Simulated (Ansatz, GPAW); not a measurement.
# benzene-1,3-dithiol between two Pt chains: relaxation, then transmission at several levels

How well does benzene-1,3-dithiol between two Pt chains conduct once its atoms have relaxed, and how much do cheaper levels lose?

Main program and level: GPAW 26.7.0 and Ansatz 0.2.0; Ansatz plane waves; relaxation of the junction with the lead ends held, in the first sound run; inputs show where later runs differ.

## 1. The starting structure

The cell holds 28 atoms: 16 Pt, 2 S, 4 H and 6 C. Its edges and angles: a = 18.275 Å, b = 9.460 Å, c = 41.375 Å, α = 90.0°, β = 90.0°, γ = 90.0°. Regions: left lead, 8 atoms (8 Pt); channel, 12 atoms (2 S, 4 H and 6 C); right lead, 8 atoms (8 Pt). Vacuum lies along a and b. The structure is stacked along c, and the current runs across the ab planes.

## 2. Relaxation

Transmission follows bond lengths closely, so the atoms between the held lead ends are relaxed first, from a slightly shaken start that lets symmetry break.

Input file input.yaml:

```yaml
crystal:
  lattice:
    - [18.274619173, 0.0, 0.0]
    - [0.0, 9.4602478366, 0.0]
    - [0.0, 0.0, 41.3752231969]
  atoms:
    - { symbol: Pt, position: [0.5, 0.5, 0.0290028647] }
    - { symbol: Pt, position: [0.5, 0.5, 0.0870085941] }
    - { symbol: Pt, position: [0.5, 0.5, 0.1450143235] }
    - { symbol: Pt, position: [0.5, 0.5, 0.2030200528] }
    - { symbol: Pt, position: [0.5, 0.5, 0.2610257822] }
    - { symbol: Pt, position: [0.5, 0.5, 0.3190315116] }
    - { symbol: Pt, position: [0.4980188104, 0.5004165575, 0.3768697516] }
    - { symbol: Pt, position: [0.4991394377, 0.5009238794, 0.4357161121] }
    - { symbol: S, position: [0.6001478685, 0.65182893, 0.4335097844] }
    - { symbol: H, position: [0.754121806, 0.6586896667, 0.4479507899] }
    - { symbol: C, position: [0.6491875546, 0.6504981607, 0.4719219507] }
    - { symbol: C, position: [0.7231611082, 0.6530583732, 0.4710558122] }
    - { symbol: H, position: [0.5542738291, 0.6562495809, 0.5001562044] }
    - { symbol: C, position: [0.6062218742, 0.6575236787, 0.4997755151] }
    - { symbol: C, position: [0.7637965541, 0.6606497795, 0.4987949961] }
    - { symbol: H, position: [0.8216042451, 0.6597707853, 0.5010165518] }
    - { symbol: C, position: [0.7250969092, 0.65174495, 0.5286120941] }
    - { symbol: C, position: [0.6467990887, 0.6548796407, 0.5296765159] }
    - { symbol: H, position: [0.755166546, 0.6560182994, 0.5520658551] }
    - { symbol: S, position: [0.59886731, 0.6556743945, 0.565330078] }
    - { symbol: Pt, position: [0.498614806, 0.5024078161, 0.56531062] }
    - { symbol: Pt, position: [0.5021039961, 0.4949303513, 0.6235220487] }
    - { symbol: Pt, position: [0.5, 0.5, 0.6809684884] }
    - { symbol: Pt, position: [0.5, 0.5, 0.7389742178] }
    - { symbol: Pt, position: [0.5, 0.5, 0.7969799472] }
    - { symbol: Pt, position: [0.5, 0.5, 0.8549856765] }
    - { symbol: Pt, position: [0.5, 0.5, 0.9129914059] }
    - { symbol: Pt, position: [0.5, 0.5, 0.9709971353] }
kpoints:
  mp_grid: { grid: [1, 1, 2] }
hamiltonian:
  xc: pbe
scf:
  occupations: { method: fermi_dirac, width: 0.1 }
relax:
  f_tol: 0.03
  max_steps: 80
  constraints: [{ sites: [0, 1, 2, 3, 4, 5, 22, 23, 24, 25, 26, 27] }]
```

Started as:

```console
> ansatz run input.yaml --threads 4 --pin off --max-ram 8192MiB --backend cpu --events-out ev --progress --plain --runs-dir out
```

Numbers of over 12 decimals in the logs are rounded to 6 here.

The log of the run:

```text
Engine: ansatz 0.2.0, aarch64-unknown-linux-gnu
Pseudopotentials: kind: paw
Pseudopotential: Pt, paw, valence charge 18, recommended cutoff 420 eV (normal), Pt.paw.azcp
Pseudopotential: S, paw, valence charge 6, recommended cutoff 420 eV (normal), S.paw.azcp
Pseudopotential: H, paw, valence charge 1, recommended cutoff 420 eV (normal), H.paw.azcp
Pseudopotential: C, paw, valence charge 4, recommended cutoff 420 eV (normal), C.paw.azcp
Functional definition: PBE
  parameter kappa = 0.804
  parameter beta = 0.066725
  exchange = pbe_x(kappa = kappa, mu = beta*pi^2/3)
  correlation = pbe_c(beta = beta)
Crystal: 28 atoms, lattice volume = 7153.049 Å³
Basis set: ecut = 420 eV, 139793 PW (Γ), exchange–correlation on 250×128×576 points (8 copies of the dense FFT grid, shifted against one another)
Bands: 197, of which v1, the nominal top of the filled ones, is band 164 counted from 1 (163 counted from 0)
Symmetry: 1 space group operations
Space group: P1 (ITA 1), of the structure as read, at distance tolerance 1.9e-4 Å
k-points: 2
Non-local potential: Pt, projectors of the file, l = 0: 3, l = 1: 2, l = 2: 2, l = 3: 1
Non-local potential: S, projectors of the file, l = 0: 2, l = 1: 2, l = 2: 2
Non-local potential: H, projectors of the file, l = 0: 2, l = 1: 1
Non-local potential: C, projectors of the file, l = 0: 2, l = 1: 2, l = 2: 1
PAW form: soft (Blöchl's): semilocal exchange-correlation on the pseudo side does not see the compensation charge
PAW one-centre angular grid: Pt, 590 points (default); XC on 64 Gauss nodes
PAW one-centre angular grid: S, 110 points (default); XC on 64 Gauss nodes
PAW one-centre angular grid: H, 110 points (default); XC on 64 Gauss nodes
PAW one-centre angular grid: C, 110 points (default); XC on 64 Gauss nodes
Initial density: superposition of atomic densities (neutral atoms: chi_scale 0, normalization atom), corrected by the library's trained network
Initial wavefunctions: pseudopotential atomic-orbital guess
Functional: x = pbe(κ = 0.804, μ = 0.219515), c = pbe(β = 0.066725)
SCF iter   1: F=—  HF=-203700.406631 eV  |F-HF|=—  |Δ(HF+E_count)|=         —  Δρ=1.26e-2  dr2=1.20e2  ethr=1.77e-3  ⟨swp⟩=17.5  Hψ=2054  notcnv=0  defer=21
preconditioner: auto → LDOS  [metal: Δε(μ)=0.065 eV  Ē_g=5.495 eV  σ=0.100 eV  W_gap=0.16  n_scr=532 (ndim 8)  ℏωp=6.2 eV  f_vac=0.856  D(μ)=34.27/eV (n_scr^D=98)  β→1.0]
SCF iter   2: F=—  HF=-203698.654126 eV  |F-HF|=—  |Δ(HF+E_count)|=    1.75e0  Δρ=6.27e-3  dr2=7.61e0  ethr=1.77e-3  ⟨swp⟩=3.0  Hψ=652  notcnv=0  defer=22
SCF iter   3: F=—  HF=-203698.672388 eV  |F-HF|=—  |Δ(HF+E_count)|=   1.83e-2  Δρ=1.48e-3  dr2=3.67e-1  ethr=1.77e-3  ⟨swp⟩=3.0  Hψ=649  notcnv=0  defer=21
SCF iter   4: F=—  HF=-203698.666450 eV  |F-HF|=—  |Δ(HF+E_count)|=   5.94e-3  Δρ=6.26e-4  dr2=6.78e-2  ethr=1.12e-4  ⟨swp⟩=2.0  Hψ=614  notcnv=0  defer=21
SCF iter   5: F=—  HF=-203698.669601 eV  |F-HF|=—  |Δ(HF+E_count)|=   3.15e-3  Δρ=2.96e-4  dr2=1.33e-2  ethr=2.07e-5  ⟨swp⟩=2.0  Hψ=467  notcnv=0  defer=21
SCF iter   6: F=—  HF=-203698.670146 eV  |F-HF|=—  |Δ(HF+E_count)|=   5.45e-4  Δρ=1.64e-4  dr2=3.90e-3  ethr=4.07e-6  ⟨swp⟩=2.0  Hψ=585  notcnv=0  defer=21
SCF iter   7: F=—  HF=-203698.670514 eV  |F-HF|=—  |Δ(HF+E_count)|=   3.68e-4  Δρ=7.81e-5  dr2=9.55e-4  ethr=1.19e-6  ⟨swp⟩=2.0  Hψ=517  notcnv=0  defer=21
SCF iter   8: F=—  HF=-203698.670685 eV  |F-HF|=—  |Δ(HF+E_count)|=   1.70e-4  Δρ=2.92e-5  dr2=1.33e-4  ethr=2.91e-7  ⟨swp⟩=2.5  Hψ=509  notcnv=0  defer=21
SCF iter   9: F=-203698.670773 eV  HF=-203698.670758 eV  |F-HF|=1.55e-5  |Δ(HF+E_count)|=   7.28e-5  Δρ=1.04e-5  dr2=1.77e-5  ethr=6.86e-9  ⟨swp⟩=3.5  Hψ=1495  notcnv=0
SCF 1 converged in 9 iterations: F = -203698.670773 eV  dr2 = 1.77e-5
  greatest PAW one-centre occupation: 1.000 electrons in one spin orbital (limit 2), on the Pt atom at site 22 (counted from 0), in its partial waves of l = 0
relax step   1: F+E_penalty+E_count = -203698.67077310 eV  Δ(F+E_penalty+E_count) = +0.000e0 eV  max|allowed force component| = 8.791e0 eV/Å  Δτ_max = 0.0000 Å  (9 SCF iters, dr2 threshold 2.25e-5 eV, accepted)
Initial density: handed on by an earlier stage of this run
Initial wavefunctions: those handed on with the density
iter 1 solved again at ethr=2.02e-3 eV; its pass at ethr=3.10e-3 eV (dr2=6.62e0 eV) is discarded
SCF iter   1: F=—  HF=-203700.022560 eV  |F-HF|=—  |Δ(HF+E_count)|=         —  Δρ=5.47e-3  dr2=5.74e0  ethr=2.02e-3  ⟨swp⟩=1.0  Hψ=1226  notcnv=0  defer=21
preconditioner: auto → LDOS  [metal: Δε(μ)=0.040 eV  Ē_g=5.530 eV  σ=0.100 eV  W_gap=0.10  n_scr=532 (ndim 8)  ℏωp=6.2 eV  f_vac=0.858  D(μ)=33.20/eV (n_scr^D=94)  β→1.0]
SCF iter   2: F=—  HF=-203699.790824 eV  |F-HF|=—  |Δ(HF+E_count)|=   2.32e-1  Δρ=1.88e-3  dr2=3.85e-1  ethr=1.75e-3  ⟨swp⟩=3.0  Hψ=611  notcnv=0  defer=21
SCF iter   3: F=—  HF=-203699.829234 eV  |F-HF|=—  |Δ(HF+E_count)|=   3.84e-2  Δρ=1.11e-3  dr2=1.75e-1  ethr=1.17e-4  ⟨swp⟩=3.0  Hψ=805  notcnv=0  defer=21
SCF iter   4: F=—  HF=-203699.795930 eV  |F-HF|=—  |Δ(HF+E_count)|=   3.33e-2  Δρ=2.94e-4  dr2=1.59e-2  ethr=5.34e-5  ⟨swp⟩=3.0  Hψ=647  notcnv=0  defer=21
SCF iter   5: F=—  HF=-203699.799354 eV  |F-HF|=—  |Δ(HF+E_count)|=   3.42e-3  Δρ=1.64e-4  dr2=4.08e-3  ethr=4.84e-6  ⟨swp⟩=2.0  Hψ=457  notcnv=0  defer=21
SCF iter   6: F=—  HF=-203699.800631 eV  |F-HF|=—  |Δ(HF+E_count)|=   1.28e-3  Δρ=8.39e-5  dr2=1.11e-3  ethr=1.24e-6  ⟨swp⟩=2.0  Hψ=564  notcnv=0  defer=21
SCF iter   7: F=—  HF=-203699.800852 eV  |F-HF|=—  |Δ(HF+E_count)|=   2.20e-4  Δρ=3.64e-5  dr2=1.99e-4  ethr=3.39e-7  ⟨swp⟩=2.0  Hψ=463  notcnv=0  defer=21
SCF iter   8: F=-203699.800964 eV  HF=-203699.800950 eV  |F-HF|=1.48e-5  |Δ(HF+E_count)|=   9.80e-5  Δρ=1.54e-5  dr2=3.15e-5  ethr=3.05e-8  ⟨swp⟩=2.5  Hψ=1295  notcnv=0
SCF 2 converged in 8 iterations: F = -203699.800964 eV  dr2 = 3.15e-5
  greatest PAW one-centre occupation: 1.000 electrons in one spin orbital (limit 2), on the Pt atom at site 5 (counted from 0), in its partial waves of l = 0
relax step   2: F+E_penalty+E_count = -203699.80096449 eV  Δ(F+E_penalty+E_count) = -1.130e0 eV  max|allowed force component| = 2.253e0 eV/Å  Δτ_max = 0.1987 Å  (8 SCF iters, dr2 threshold 1.00e-4 eV, accepted)
iter 1 solved again at ethr=4.16e-4 eV; its pass at ethr=3.10e-3 eV (dr2=1.37e0 eV) is discarded
SCF iter   1: F=—  HF=-203700.080231 eV  |F-HF|=—  |Δ(HF+E_count)|=         —  Δρ=3.57e-3  dr2=1.18e0  ethr=4.16e-4  ⟨swp⟩=1.0  Hψ=1233  notcnv=0  defer=18
preconditioner: auto → LDOS  [metal: Δε(μ)=0.043 eV  Ē_g=5.551 eV  σ=0.100 eV  W_gap=0.11  n_scr=532 (ndim 8)  ℏωp=6.2 eV  f_vac=0.858  D(μ)=31.67/eV (n_scr^D=88)  β→1.0]
[...]
relax step  47: F+E_penalty+E_count = -203701.59077283 eV  Δ(F+E_penalty+E_count) = -8.527e-4 eV  max|allowed force component| = 4.660e-2 eV/Å  Δτ_max = 0.0877 Å  (11 SCF iters, accepted)
relax step  48: F+E_penalty+E_count = -203701.59123768 eV  Δ(F+E_penalty+E_count) = -4.648e-4 eV  max|allowed force component| = 5.914e-2 eV/Å  Δτ_max = 0.0545 Å  (8 SCF iters, dr2 threshold 2.15e-6 eV, accepted)
relax step  49: F+E_penalty+E_count = -203701.59167820 eV  Δ(F+E_penalty+E_count) = -4.405e-4 eV  max|allowed force component| = 5.632e-2 eV/Å  Δτ_max = 0.0642 Å  (8 SCF iters, dr2 threshold 3.50e-6 eV, accepted)
relax step  50: F+E_penalty+E_count = -203701.59194961 eV  Δ(F+E_penalty+E_count) = -2.714e-4 eV  max|allowed force component| = 4.068e-2 eV/Å  Δτ_max = 0.0460 Å  (8 SCF iters, dr2 threshold 2.88e-6 eV, accepted)
relax step  51: F+E_penalty+E_count = -203701.59218799 eV  Δ(F+E_penalty+E_count) = -2.384e-4 eV  max|allowed force component| = 1.852e-2 eV/Å  Δτ_max = 0.0587 Å  (10 SCF iters, accepted)
relax step  52: F+E_penalty+E_count = -203701.59206252 eV  Δ(F+E_penalty+E_count) = +1.255e-4 eV  max|allowed force component| = 4.335e-2 eV/Å  Δτ_max = 0.0741 Å  (11 SCF iters, rejected (line search))
relax step  53: F+E_penalty+E_count = -203701.59234858 eV  Δ(F+E_penalty+E_count) = -1.606e-4 eV  max|allowed force component| = 1.613e-2 eV/Å  Δτ_max = 0.0362 Å  (10 SCF iters, accepted)
SCF iter   1: F=—  HF=-203701.599536 eV  |F-HF|=—  |Δ(HF+E_count)|=         —  Δρ=8.77e-4  dr2=2.89e-2  ethr=8.28e-5  ⟨swp⟩=4.0  Hψ=705  notcnv=0  defer=5
preconditioner: auto → LDOS  [metal: Δε(μ)=0.057 eV  Ē_g=5.582 eV  σ=0.100 eV  W_gap=0.14  n_scr=532 (ndim 8)  ℏωp=6.2 eV  f_vac=0.858  D(μ)=32.35/eV (n_scr^D=92)  β→1.0]
SCF iter   2: F=—  HF=-203701.595333 eV  |F-HF|=—  |Δ(HF+E_count)|=   4.20e-3  Δρ=3.14e-4  dr2=1.00e-2  ethr=8.81e-6  ⟨swp⟩=3.0  Hψ=718  notcnv=0  defer=6
SCF iter   3: F=—  HF=-203701.592261 eV  |F-HF|=—  |Δ(HF+E_count)|=   3.07e-3  Δρ=7.40e-5  dr2=6.17e-4  ethr=3.06e-6  ⟨swp⟩=3.0  Hψ=616  notcnv=0  defer=6
SCF iter   4: F=—  HF=-203701.592253 eV  |F-HF|=—  |Δ(HF+E_count)|=   8.11e-6  Δρ=3.05e-5  dr2=1.27e-4  ethr=1.88e-7  ⟨swp⟩=2.5  Hψ=600  notcnv=0  defer=6
SCF iter   5: F=—  HF=-203701.592228 eV  |F-HF|=—  |Δ(HF+E_count)|=   2.49e-5  Δρ=1.41e-5  dr2=2.88e-5  ethr=3.87e-8  ⟨swp⟩=2.0  Hψ=569  notcnv=0  defer=6
SCF iter   6: F=—  HF=-203701.592385 eV  |F-HF|=—  |Δ(HF+E_count)|=   1.57e-4  Δρ=9.22e-6  dr2=1.15e-5  ethr=8.78e-9  ⟨swp⟩=2.0  Hψ=467  notcnv=0  defer=6
SCF iter   7: F=—  HF=-203701.592401 eV  |F-HF|=—  |Δ(HF+E_count)|=   1.58e-5  Δρ=3.82e-6  dr2=1.94e-6  ethr=3.49e-9  ⟨swp⟩=2.0  Hψ=473  notcnv=0  defer=6
SCF iter   8: F=—  HF=-203701.592405 eV  |F-HF|=—  |Δ(HF+E_count)|=   3.61e-6  Δρ=1.57e-6  dr2=3.56e-7  ethr=5.91e-10  ⟨swp⟩=2.0  Hψ=569  notcnv=0  defer=6
SCF iter   9: F=—  HF=-203701.592406 eV  |F-HF|=—  |Δ(HF+E_count)|=   9.43e-7  Δρ=7.99e-7  dr2=1.02e-7  ethr=3.05e-11  ⟨swp⟩=4.0  Hψ=1274  notcnv=0
SCF iter  10: F=-203701.592406 eV  HF=-203701.592406 eV  |F-HF|=2.16e-7  |Δ(HF+E_count)|=   4.73e-7  Δρ=4.07e-7  dr2=2.76e-8  ethr=3.05e-11  ⟨swp⟩=4.0  Hψ=1012  notcnv=0
SCF 54 converged in 10 iterations: F = -203701.592406 eV  dr2 = 2.76e-8
relax step  54: F+E_penalty+E_count = -203701.59240631 eV  Δ(F+E_penalty+E_count) = -5.774e-5 eV  max|allowed force component| = 1.392e-2 eV/Å  Δτ_max = 0.0390 Å  (10 SCF iters, accepted)
SCF converged after 10 iterations
Free energy (F): -203701.592406 eV
Harris-Foulkes:  -203701.592406 eV  (|F-HF|=2.16e-7)
Internal energy: -203700.511069 eV  (E = F + TS)
E sigma→0 (E₀):  -203701.051738 eV
Entropy (-TS):   -1.081337 eV (-38.619 meV/atom)
Fermi energy:    -4.672424 eV
--- Per-component energies (eV) ---
  E_band       = -10203.959635
  E_kinetic    = 10986.732906
  E_local      = -138519.823625  (includes V_loc(G=0)·N_el)
  E_nonlocal   = 3458.144592
  E_hartree    = 61967.053696
  E_xc         = -4656.927347
  E_vxc        = -5350.501385  (∫ρ·V_xc dr)
  E_paw        = -153082.857872  (= ΣΔE_a)
  E_vpaw       = -4712.615082  (= ΣTr[D̂ρ^β])
  E_aug_tail   = -0.002299  (compensation charges beyond the density's cutoff)
  E_ewald      = 16147.168879
  E_smearing   = -1.081337  (= −TS)
  E_closure    = -0.000000  (closes the sum)
  Σ components = -203701.592406   (vs F -203701.592406, Δ=0.00e0)
--- Forces (eV/Å), atoms counted from 1 ---
  atom   1  Pt     0.01844130    -0.00433349    -0.02584452
  atom   2  Pt     0.01717196    -0.05460955    -0.01088997
  atom   3  Pt    -0.01024741    -0.02909175     0.03422575
  atom   4  Pt     0.00630493     0.07524111     0.10535771
  atom   5  Pt    -0.00764964     0.16629063    -0.13134279
  atom   6  Pt     0.00342162    -0.18356810    -0.60044136
  atom   7  Pt     0.00105563     0.00109994     0.00302930
  atom   8  Pt    -0.00405022    -0.00288526    -0.00823195
  atom   9  S      0.01391875     0.00008698     0.00539749
  atom  10  H      0.00018948     0.00013450    -0.00062748
  atom  11  C     -0.01366659    -0.00230193    -0.01292851
  atom  12  C      0.00495789     0.00409013     0.01009430
  atom  13  H      0.00004948    -0.00087576    -0.00176243
  atom  14  C      0.00591589     0.00080333     0.00529378
  atom  15  C     -0.00444465    -0.00318794    -0.00669154
  atom  16  H     -0.00179549     0.00160631     0.00141273
  atom  17  C     -0.00293173     0.00605407     0.00857503
  atom  18  C      0.00450976    -0.00008142    -0.00290492
  atom  19  H      0.00162629    -0.00012456    -0.00042240
  atom  20  S      0.00166474    -0.00553227    -0.00101157
  atom  21  Pt    -0.00619491     0.00123132     0.00369410
  atom  22  Pt     0.00461463     0.00000618    -0.00054159
  atom  23  Pt    -0.13020070    -0.02989960     0.42726404
  atom  24  Pt     0.13584386     0.05774194     0.32109953
  atom  25  Pt     0.04718425     0.01435785    -0.10535189
  atom  26  Pt    -0.02497805    -0.02285599    -0.03275993
  atom  27  Pt    -0.04581160    -0.00087939    -0.01430796
  atom  28  Pt    -0.01488176     0.01146069     0.03063003
  max |Σ_I F_I| component: 2.20e-5 eV/Å
--- Relaxed structure (54 steps of the walk, 53 accepted, 0 SCFs on fresh bases) ---
  F+E_penalty+E_count = -203701.59240631 eV   max|allowed force component| = 1.392e-2 eV/Å
  atoms:
    - { symbol: Pt, position: [0.5, 0.5, 0.0290028647] }
    - { symbol: Pt, position: [0.5, 0.5, 0.0870085941] }
    - { symbol: Pt, position: [0.5, 0.5, 0.1450143235] }
    - { symbol: Pt, position: [0.5, 0.5, 0.203020] }
    - { symbol: Pt, position: [0.5, 0.5, 0.2610257822] }
    - { symbol: Pt, position: [0.5, 0.5, 0.3190315116] }
    - { symbol: Pt, position: [0.504863, 0.666642, 0.361876] }
    - { symbol: Pt, position: [0.483277, 0.568128, 0.414491] }
    - { symbol: S, position: [0.485699, 0.644230, 0.463255] }
    - { symbol: H, position: [0.624536, 0.507337, 0.443393] }
    - { symbol: C, position: [0.572962, 0.627633, 0.481428] }
    - { symbol: C, position: [0.632065, 0.555175, 0.467126] }
    - { symbol: H, position: [0.536196, 0.748794, 0.522880] }
    - { symbol: C, position: [0.581441, 0.691121, 0.511884] }
    - { symbol: C, position: [0.698844, 0.547514, 0.483177] }
    - { symbol: H, position: [0.744605, 0.492025, 0.472008] }
    - { symbol: C, position: [0.707795, 0.610499, 0.513434] }
    - { symbol: C, position: [0.648855, 0.682018, 0.528000] }
    - { symbol: H, position: [0.760209, 0.605149, 0.525936] }
    - { symbol: S, position: [0.667149, 0.773147, 0.564621] }
    - { symbol: Pt, position: [0.585557, 0.735478, 0.600905] }
    - { symbol: Pt, position: [0.595058, 0.587996, 0.647537] }
    - { symbol: Pt, position: [0.5, 0.5, 0.6809684884] }
    - { symbol: Pt, position: [0.5, 0.5, 0.7389742178] }
    - { symbol: Pt, position: [0.5, 0.5, 0.7969799472] }
    - { symbol: Pt, position: [0.5, 0.5, 0.8549856765] }
    - { symbol: Pt, position: [0.5, 0.5, 0.912991] }
    - { symbol: Pt, position: [0.5, 0.5, 0.9709971353] }
```

The job ended after 88 min (4 threads of Arm Neoverse N1, shared host; peak memory 7.4 GiB).

The steps of the relaxation (22 of 54):

```csv
step,energy less that of the first step (eV),largest force component (eV/Å)
1,0.0000,8.7910
4,-1.4595,0.3400
6,-1.6762,0.5559
9,-1.9572,0.4082
11,-2.1256,0.3019
14,-2.2602,0.1732
16,-2.3393,0.2543
19,-2.4584,0.1201
21,-2.5302,0.0791
24,-2.6118,0.1864
26,-2.6529,0.3168
29,-2.7413,0.2480
31,-2.8066,0.1980
34,-2.8656,0.1602
36,-2.8846,0.1366
39,-2.9054,0.1302
41,-2.9101,0.1937
44,-2.9182,0.0566
46,-2.9191,0.0297
49,-2.9209,0.0563
51,-2.9214,0.0185
54,-2.9216,0.0139
```

Relaxation step 52 was tried and not accepted.

The atoms that moved most (Å):

```csv
atom,dx,dy,dz,length
Pt21,1.589,2.205,1.473,3.091
H10,-2.368,-1.432,-0.189,2.774
H16,-1.407,-1.587,-1.200,2.437
S9,-2.092,-0.072,1.231,2.428
Pt22,1.699,0.880,0.994,2.156
C12,-1.665,-0.926,-0.163,1.912
C15,-1.187,-1.070,-0.646,1.724
Pt7,0.125,1.573,-0.620,1.695
```

This step gave:

* free energy: -203701.5924 eV
* smearing term TS: 1.081 eV
* symmetry operations: 1

The relaxation lowered the energy of the cell by 2.92 eV.

(Part 1 of 3 ends here.)

[Logs are printed without paths, hosts, clocks, repeated set-up lines and the standing remarks that a program may print on its own settings, such as how far it seeks lower states.]

[Hosts, paths, dates, database ids (printed as entryN), source tags and the programs' standing remarks are cut or masked in the printed files.]
